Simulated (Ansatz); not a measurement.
# Be (P6_3/mmc, 2 atoms in the cell): zone-centre modes under pressure

Wanted: Grüneisen parameters and pressure coefficients of the modes of Be (P6_3/mmc, 2 atoms in the cell).

Method: DFT PBEsol, scalar-relativistic, plane waves, PAW; PAW set soft_1, in Ansatz 0.2.0.

**1. Starting point**

The structure is hexagonal, space group P6_3/mmc (No. 194). The conventional cell has a = 2.285 Å, b = 2.285 Å, c = 3.584 Å, α = 90.00°, β = 90.00°, γ = 120.00°. Nearest to Be lie 12 Be at 2.23 to 2.29 Å.

As a file:

```cif
data_structure
_symmetry_space_group_name_H-M 'P 1'
_symmetry_Int_Tables_number 1
_cell_length_a 2.2853
_cell_length_b 2.2853
_cell_length_c 3.5842
_cell_angle_alpha 90.000
_cell_angle_beta 90.000
_cell_angle_gamma 120.000
_cell_volume 16.21
loop_
_atom_site_label
_atom_site_type_symbol
_atom_site_fract_x
_atom_site_fract_y
_atom_site_fract_z
_atom_site_occupancy
Be1 Be 0.33333 0.66667 0.25000 1
Be2 Be 0.66667 0.33333 0.75000 1
```

**2. Bringing the structure to rest**

Harmonic phonons are second derivatives at a point where the forces vanish, and they are wanted at zero stress, so atoms and cell are relaxed first.

The input, input.yaml:

```yaml
crystal:
  lattice:
    - [2.2853, 0.0, 0.0]
    - [-1.14265, 1.9791278553, 0.0]
    - [0.0, 0.0, 3.5842]
  atoms:
    - { symbol: Be, position: [0.33333333, 0.66666667, 0.25] }
    - { symbol: Be, position: [0.66666667, 0.33333333, 0.75] }
kpoints:
  mp_grid: { grid: [21, 21, 12] }
hamiltonian:
  xc: pbesol
  pseudopotentials: { kind: paw, azcp: { folder: soft_1 }, xc_functional: pbe }
scf:
  occupations: { method: gaussian, width: 0.1 }
output:
  forces: true
  stress: true
  eigenvalues: true
  write_density: true
  write_potential: true
  elf: true
  volumetric_format: npy
relax:
  adjacent_minimum: "off"
  f_tol: 0.005
  max_steps: 80
  cell: { stress_tol: 0.05 }
```

Started as:

```
$ ansatz run input.yaml --threads 4 --pin off --max-ram 10240MiB --backend cpu --events-out ev --progress --plain --runs-dir out
```

Numbers of over 12 decimals in the logs are rounded to 6 here.

Output:

```text
Engine: ansatz 0.2.0, x86_64-unknown-linux-gnu
Pseudopotentials: kind: paw
Pseudopotential: Be, paw, valence charge 2, recommended cutoff 420 eV (normal), soft_1/Be.paw.azcp
Functional definition: PBEsol
  exchange = pbesol_x
  correlation = pbesol_c
Crystal: 2 atoms, lattice volume = 16.211 Å³
Basis set: ecut = 420 eV, 311 PW (Γ), exchange–correlation on 32×32×48 points (8 copies of the dense FFT grid, shifted against one another)
Bands: 6, of which v1, the nominal top of the filled ones, is band 2 counted from 1 (1 counted from 0)
Symmetry: 24 space group operations
Space group: P63/mmc (ITA 194), of the structure as read, at distance tolerance 2.5e-5 Å
k-points: 336 of 5292
Non-local potential: Be, projectors of the file, l = 0: 2, l = 1: 2, l = 2: 1
PAW form: soft (Blöchl's): semilocal exchange-correlation on the pseudo side does not see the compensation charge
PAW frozen core: Be, regenerated for the run's functional, and the local potential with it (the file was generated under x = pbe(κ = 0.804, μ = 0.219515), c = pbe(β = 0.066725))
PAW one-centre angular grid: Be, 110 points (default); XC on 64 Gauss nodes
Initial density: superposition of atomic densities (chi_scale 0.1, normalization cell)
Initial wavefunctions: pseudopotential atomic-orbital guess
Functional: x = pbesol(κ = 0.804, μ = 0.123457), c = pbesol(β = 0.046)
SCF iter   1: F=—  HF=-180.707431 eV  |F-HF|=—  |Δ(HF+E_count)|=         —  Δρ=1.40e-2  dr2=2.36e-2  ethr=3.10e-3  ⟨swp⟩=4.6  Hψ=16644  notcnv=0
preconditioner: auto → none  [metal: Δε(μ)=0.018 eV  Ē_g=12.647 eV  σ=0.100 eV  W_gap=0.10  n_scr=2 (ndim 8)  ℏωp=18.4 eV  f_vac=0.000  D(μ)=0.32/eV (n_scr^D=2)  sad-step TF]
SCF iter   2: F=—  HF=-180.694152 eV  |F-HF|=—  |Δ(HF+E_count)|=   1.33e-2  Δρ=8.51e-3  dr2=8.94e-3  ethr=5.89e-4  ⟨swp⟩=1.0  Hψ=4704  notcnv=0
SCF iter   3: F=—  HF=-180.690174 eV  |F-HF|=—  |Δ(HF+E_count)|=   3.98e-3  Δρ=4.38e-4  dr2=2.67e-5  ethr=2.24e-4  ⟨swp⟩=1.0  Hψ=2014  notcnv=0
SCF iter   4: F=—  HF=-180.690205 eV  |F-HF|=—  |Δ(HF+E_count)|=   3.05e-5  Δρ=2.88e-5  dr2=9.01e-8  ethr=2.50e-9  ⟨swp⟩=5.9  Hψ=9397  notcnv=0
SCF iter   5: F=-180.690205 eV  HF=-180.690205 eV  |F-HF|=1.55e-9  |Δ(HF+E_count)|=   3.82e-8  Δρ=5.59e-6  dr2=3.34e-9  ethr=2.25e-9  ⟨swp⟩=4.3  Hψ=7190  notcnv=0
SCF 1 converged in 5 iterations: F = -180.690205 eV  dr2 = 3.34e-9
  greatest PAW one-centre occupation: 0.351 electrons in one spin orbital (limit 2), on the Be atom at site 1 (counted from 0), in its partial waves of l = 0
relax step   1: F+E_penalty+E_count = -180.69020466 eV  Δ(F+E_penalty+E_count) = +0.000e0 eV  max|allowed force component| = 3.701e-17 eV/Å  Δτ_max = 0.0000 Å  P = -3.956 GPa  Ω = 16.211 Å³  (5 SCF iters, dr2 threshold 1.00e-7 eV, accepted)
Crystal: 2 atoms, lattice volume = 15.892 Å³
Initial density: handed on by an earlier stage of this run
Initial wavefunctions: those handed on with the density
iter 1 solved again at ethr=5.05e-7 eV; its pass at ethr=3.10e-3 eV (dr2=2.02e-5 eV) is discarded
SCF iter   1: F=—  HF=-180.696167 eV  |F-HF|=—  |Δ(HF+E_count)|=         —  Δρ=5.29e-4  dr2=2.01e-5  ethr=5.05e-7  ⟨swp⟩=2.3  Hψ=19831  notcnv=0
preconditioner: auto → none  [metal: Δε(μ)=0.002 eV  Ē_g=12.843 eV  σ=0.100 eV  W_gap=0.01  n_scr=2 (ndim 8)  ℏωp=18.6 eV  f_vac=0.000  D(μ)=0.31/eV (n_scr^D=2)]
SCF iter   2: F=—  HF=-180.696212 eV  |F-HF|=—  |Δ(HF+E_count)|=   4.48e-5  Δρ=2.59e-4  dr2=4.58e-6  ethr=5.02e-7  ⟨swp⟩=1.0  Hψ=2016  notcnv=0
SCF iter   3: F=-180.696214 eV  HF=-180.696214 eV  |F-HF|=1.37e-9  |Δ(HF+E_count)|=   1.82e-6  Δρ=4.82e-6  dr2=1.04e-9  ethr=5.00e-9  ⟨swp⟩=5.3  Hψ=7907  notcnv=0
SCF 2 converged in 3 iterations: F = -180.696214 eV  dr2 = 1.04e-9
  greatest PAW one-centre occupation: 0.355 electrons in one spin orbital (limit 2), on the Be atom at site 1 (counted from 0), in its partial waves of l = 0
relax step   2: F+E_penalty+E_count = -180.69621358 eV  Δ(F+E_penalty+E_count) = -6.009e-3 eV  max|allowed force component| = 2.220e-16 eV/Å  Δτ_max = 0.0000 Å  P = -1.738 GPa  Ω = 15.892 Å³  energy of the carried Pulay correction = +3.830e-5 eV  (3 SCF iters, dr2 threshold 2.00e-7 eV, accepted)
Crystal: 2 atoms, lattice volume = 15.649 Å³
iter 1 solved again at ethr=3.29e-7 eV; its pass at ethr=3.10e-3 eV (dr2=1.31e-5 eV) is discarded
SCF iter   1: F=—  HF=-180.697435 eV  |F-HF|=—  |Δ(HF+E_count)|=         —  Δρ=4.04e-4  dr2=1.31e-5  ethr=3.29e-7  ⟨swp⟩=2.2  Hψ=18958  notcnv=0
preconditioner: auto → none  [metal: Δε(μ)=0.007 eV  Ē_g=12.985 eV  σ=0.100 eV  W_gap=0.04  n_scr=2 (ndim 8)  ℏωp=18.8 eV  f_vac=0.000  D(μ)=0.30/eV (n_scr^D=2)]
SCF iter   2: F=—  HF=-180.697471 eV  |F-HF|=—  |Δ(HF+E_count)|=   3.65e-5  Δρ=1.94e-4  dr2=2.80e-6  ethr=3.27e-7  ⟨swp⟩=1.0  Hψ=2016  notcnv=0
SCF iter   3: F=-180.697472 eV  HF=-180.697472 eV  |F-HF|=1.45e-9  |Δ(HF+E_count)|=   9.03e-7  Δρ=5.19e-6  dr2=1.42e-9  ethr=5.00e-9  ⟨swp⟩=5.1  Hψ=7827  notcnv=0
SCF 3 converged in 3 iterations: F = -180.697472 eV  dr2 = 1.42e-9
  greatest PAW one-centre occupation: 0.359 electrons in one spin orbital (limit 2), on the Be atom at site 1 (counted from 0), in its partial waves of l = 0
relax step   3: F+E_penalty+E_count = -180.69747195 eV  Δ(F+E_penalty+E_count) = -1.258e-3 eV  max|allowed force component| = 2.220e-16 eV/Å  Δτ_max = 0.0000 Å  P = +0.138 GPa  Ω = 15.649 Å³  energy of the carried Pulay correction = +6.800e-5 eV  (3 SCF iters, dr2 threshold 2.00e-7 eV, accepted)
[...]
relax step   4: F+E_penalty+E_count = -180.69748460 eV  Δ(F+E_penalty+E_count) = -1.265e-5 eV  max|allowed force component| = 1.110e-16 eV/Å  Δτ_max = 0.0000 Å  P = -0.002 GPa  Ω = 15.665 Å³  energy of the carried Pulay correction = +6.606e-5 eV  (3 SCF iters, dr2 threshold 2.00e-7 eV, accepted)
[...]
relax step   5: F+E_penalty+E_count = -180.69748606 eV  Δ(F+E_penalty+E_count) = -1.459e-6 eV  max|allowed force component| = 1.480e-16 eV/Å  Δτ_max = 0.0000 Å  P = +0.000 GPa  Ω = 15.665 Å³  energy of the carried Pulay correction = +6.602e-5 eV  (2 SCF iters, dr2 threshold 1.93e-8 eV, accepted)
Initial wavefunctions: pseudopotential atomic-orbital guess (no wavefunctions were taken with the density)
iter 1 solved again at ethr=2.46e-9 eV; its pass at ethr=3.10e-3 eV (dr2=9.83e-8 eV) is discarded
SCF iter   1: F=—  HF=-180.697396 eV  |F-HF|=—  |Δ(HF+E_count)|=         —  Δρ=1.95e-5  dr2=1.66e-8  ethr=2.46e-9  ⟨swp⟩=3.1  Hψ=23206  notcnv=0
SCF iter   2: F=—  HF=-180.697432 eV  |F-HF|=—  |Δ(HF+E_count)|=   3.57e-5  Δρ=1.09e-5  dr2=6.07e-9  ethr=4.14e-10  ⟨swp⟩=2.0  Hψ=2688  notcnv=0
SCF iter   3: F=—  HF=-180.697432 eV  |F-HF|=—  |Δ(HF+E_count)|=   2.38e-9  Δρ=2.64e-6  dr2=5.66e-10  ethr=1.52e-10  ⟨swp⟩=1.0  Hψ=2016  notcnv=0
SCF iter   4: F=—  HF=-180.697432 eV  |F-HF|=—  |Δ(HF+E_count)|=  3.56e-11  Δρ=7.04e-7  dr2=4.05e-11  ethr=1.42e-11  ⟨swp⟩=1.0  Hψ=2016  notcnv=0
SCF iter   5: F=-180.697432 eV  HF=-180.697432 eV  |F-HF|=5.68e-14  |Δ(HF+E_count)|=  3.30e-12  Δρ=1.02e-7  dr2=9.43e-13  ethr=1.00e-12  ⟨swp⟩=4.0  Hψ=5048  notcnv=0
SCF 6 converged in 5 iterations: F = -180.697432 eV  dr2 = 9.43e-13
relax step   6: F+E_penalty+E_count = -180.69743202 eV  Δ(F+E_penalty+E_count) = +5.404e-5 eV  max|allowed force component| = 1.665e-16 eV/Å  Δτ_max = 0.0000 Å  P = -0.007 GPa  Ω = 15.665 Å³  stress off target by 8.51e-3 GPa  SCF on the basis re-selected at this cell (its energy is not comparable with the rows above)  (5 SCF iters)
basis re-selected at this cell: Δ(F+E_penalty+E_count) = +5.404e-5 eV, ΔP = -0.007 GPa vs the last step (what re-selecting the basis moved, of the pressure what is left beyond the Pulay correction that the steps carried, after the strain that the cell walked since its last selection, with what the two solves' SCF thresholds leave and, on support functions, any second-order correction that the steps lacked; it is no m [...]
SCF converged after 5 iterations
Free energy (F): -180.697432 eV
Harris-Foulkes:  -180.697432 eV  (|F-HF|=5.68e-14)
Internal energy: -180.695929 eV  (E = F + TS)
E sigma→0 (E₀):  -180.696680 eV
Entropy (-TS):   -0.001504 eV (-0.752 meV/atom)
Fermi energy:    8.222792 eV
--- Per-component energies (eV) ---
  E_band       = 12.404407
  E_kinetic    = 43.000509
  E_local      = 6.430792  (includes V_loc(G=0)·N_el)
  E_nonlocal   = 7.548935
  E_hartree    = 0.077246
  E_xc         = -40.721453
  E_vxc        = -41.739699  (∫ρ·V_xc dr)
  E_paw        = -113.300306  (= ΣΔE_a)
  E_vpaw       = -2.990622  (= ΣTr[D̂ρ^β])
  E_aug_tail   = -0.000001  (compensation charges beyond the density's cutoff)
  E_ewald      = -83.750713
  E_core_change = 0.019063  (= ΣΔE_core)
  E_smearing   = -0.001504  (= −TS)
  E_closure    = 0.000000  (closes the sum)
  Σ components = -180.697432   (vs F -180.697432, Δ=0.00e0)
--- Forces (eV/Å), atoms counted from 1 ---
  atom   1  Be     0.00000000     0.00000000     0.00000000
  atom   2  Be    -0.00000000    -0.00000000    -0.00000000
  max |Σ_I F_I| component: 7.40e-17 eV/Å
--- Stress (GPa, compression-positive) ---
       -0.005987       0.000000       0.000000
        0.000000      -0.005987       0.000000
        0.000000       0.000000      -0.008512
  P = ⅓ Tr σ = -0.0068 GPa (-0.068 kbar)
--- Band table (eV; the first three rows and the last of 336) ---
  k-point 0: bands = ["-3.1993", "3.6793", "9.3029", "24.3350", "24.3350", "27.1916"]
  k-point 1: bands = ["-3.1393", "3.3224", "9.8008", "24.3901", "24.3901", "27.1727"]
  k-point 2: bands = ["-2.9591", "2.5010", "11.0438", "24.5529", "24.5529", "27.1061"]
  k-point 335: bands = ["7.0498", "7.0498", "8.5256", "8.5256", "14.5796", "14.5796"]
--- Relaxed structure (5 steps of the walk, 5 accepted, 1 SCFs on fresh bases) ---
  F+E_penalty+E_count = -180.69743202 eV   max|allowed force component| = 1.665e-16 eV/Å   (the final SCF, on the basis selected at the relaxed cell)
  cell:  # Å, volume = 15.6654 Å³
    - [2.254786, 0, 0]
    - [-1.127393, 1.952702, 0]
    - [0, 0, 3.557946]
  atoms:
    - { symbol: Be, position: [0.333333, 0.666667, 0.25] }
    - { symbol: Be, position: [0.666667, 0.333333, 0.750000] }
```

Wall time 1.6 s (4 threads of AMD EPYC 9B45 (Zen 5), shared host); peak memory 0.42 GiB.

Step by step:

| step | energy less that of the first step (eV) | largest force component (eV/Å) | pressure (GPa) | volume (Å³) |
| --- | --- | --- | --- | --- |
| 1 | 0.0000 | 0.0000 | -3.96 | 16.21 |
| 2 | -0.0060 | 0.0000 | -1.74 | 15.89 |
| 3 | -0.0073 | 0.0000 | 0.14 | 15.65 |
| 4 | -0.0073 | 0.0000 | 0.00 | 15.67 |
| 5 | -0.0073 | 0.0000 | 0.00 | 15.67 |
| 6* | -0.0072 | 0.0000 | -0.01 | 15.67 |

Relaxation steps marked * repeat the geometry before them on a plane-wave basis chosen anew for their cell, so energy and pressure can jump there.

Forces are held to the 24 operations that the run works with; a distortion that breaks them can't arise in this run.

| conventional cell, symmetrised | before | after | change |
| --- | --- | --- | --- |
| a (Å) | 2.285 | 2.255 | -1.3 % |
| b (Å) | 2.285 | 2.255 | -1.3 % |
| c (Å) | 3.584 | 3.558 | -0.7 % |
| volume (Å³/atom) | 8.11 | 7.83 | -3.4 % |

Final coordinates:

```xyz
2
Lattice="2.2548 0.0000 0.0000 -1.1274 1.9527 0.0000 0.0000 0.0000 3.5579" Properties=species:S:1:pos:R:3 pbc="T T T"
Be    0.0000    1.3018    0.8895
Be    1.1274    0.6509    2.6685
```

Numbers from this step:

| Item | Value |
| --- | --- |
| pressure | -0.006829 GPa |
| volume per atom | 7.833 Å³ |
| gap on the k-mesh | 0 eV |

Electrostatic potential energy in the ac plane at fractional y = 0.333, with atoms of Be within 0.2 Å of it. With pseudopotentials it is smooth inside the atoms' cores, unlike the true potential.

Ten even steps from '0' (-31 eV) to '9' (8 eV):
```
999998876788
999997532357
899985200025
799974100014
799974100014
899985200025
999997532357
999998876788
999999999999
999999999999
988899999999
877789999999
766678999998
766678999998
877789999999
988899999999
999999999999
999999999999
```
Columns run along a (2.3 Å; values clipped at the 3rd and 97th percentile), rows up along c (3.6 Å). Atoms in or near the plane, at fractional coordinates: Be at (0.67, 0.75).

ELF in the ac plane at fractional y = 0.333, with atoms of Be within 0.2 Å of it. It is the smooth field of the valence electrons, not physical close to the nuclei.

Ten even steps from '_' (0.00) to '@' (0.77):
```
############**++++++**##
##########++--......--++
**##%%##**--__________--
++######++::__________::
++######++::__________::
**##%%##**--__________--
##########++--......--++
############**++++++**##
##########%%%%%%%%%%%%%%
##******##%%%%@@@@@@%%%%
##++++++##%%@@@@@@@@@@%%
**==--==**%%@@@@@@@@@@%%
++--::--++##@@@@@@@@@@##
++--::--++##@@@@@@@@@@##
**==--==**%%@@@@@@@@@@%%
##++++++##%%@@@@@@@@@@%%
##******##%%%%@@@@@@%%%%
##########%%%%%%%%%%%%%%
```
Columns run along a (2.3 Å), rows up along c (3.6 Å). Atoms in or near the plane, at fractional coordinates: Be at (0.67, 0.75).

Valence density in the ac plane at fractional y = 0.333, with atoms of Be within 0.2 Å of it. It is the smooth field of the valence electrons, not physical close to the nuclei.

Ten even steps from '_' (0.08 e/Å³) to '@' (0.29 e/Å³):
```
%%%%%%%%%%%%@@@@@@@@@@%%
%%%%%%%%%%%%%%######%%%%
%%%%%%%%%%%%**==--==**%%
%%%%%%%%%%##++..__..++##
%%%%%%%%%%##++..__..++##
%%%%%%%%%%%%**==--==**%%
%%%%%%%%%%%%%%######%%%%
%%%%%%%%%%%%@@@@@@@@@@%%
%%%%##%%%%%%@@@@@@@@@@%%
%%%%%%%%%%%%@@@@@@@@@@%%
%%%%%%%%%%@@@@@@@@@@@@@@
%%%%##%%%%@@@@@@@@@@@@@@
%%######%%@@@@@@@@@@@@@@
%%######%%@@@@@@@@@@@@@@
%%%%##%%%%@@@@@@@@@@@@@@
%%%%%%%%%%@@@@@@@@@@@@@@
%%%%%%%%%%%%@@@@@@@@@@%%
%%%%##%%%%%%@@@@@@@@@@%%
```
Columns run along a (2.3 Å), rows up along c (3.6 Å). Atoms in or near the plane, at fractional coordinates: Be at (0.67, 0.75).

In this step the volume went from 8.11 to 7.83 Å³/atom.

(Part 1 of 3 ends here.)

[Logs are printed without paths, hosts, clocks, repeated set-up lines and the standing remarks that a program may print on its own settings, such as how far it seeks lower states.]

[Hosts, paths, dates, database ids (printed as entryN), source tags and the programs' standing remarks are cut or masked in the printed files.]
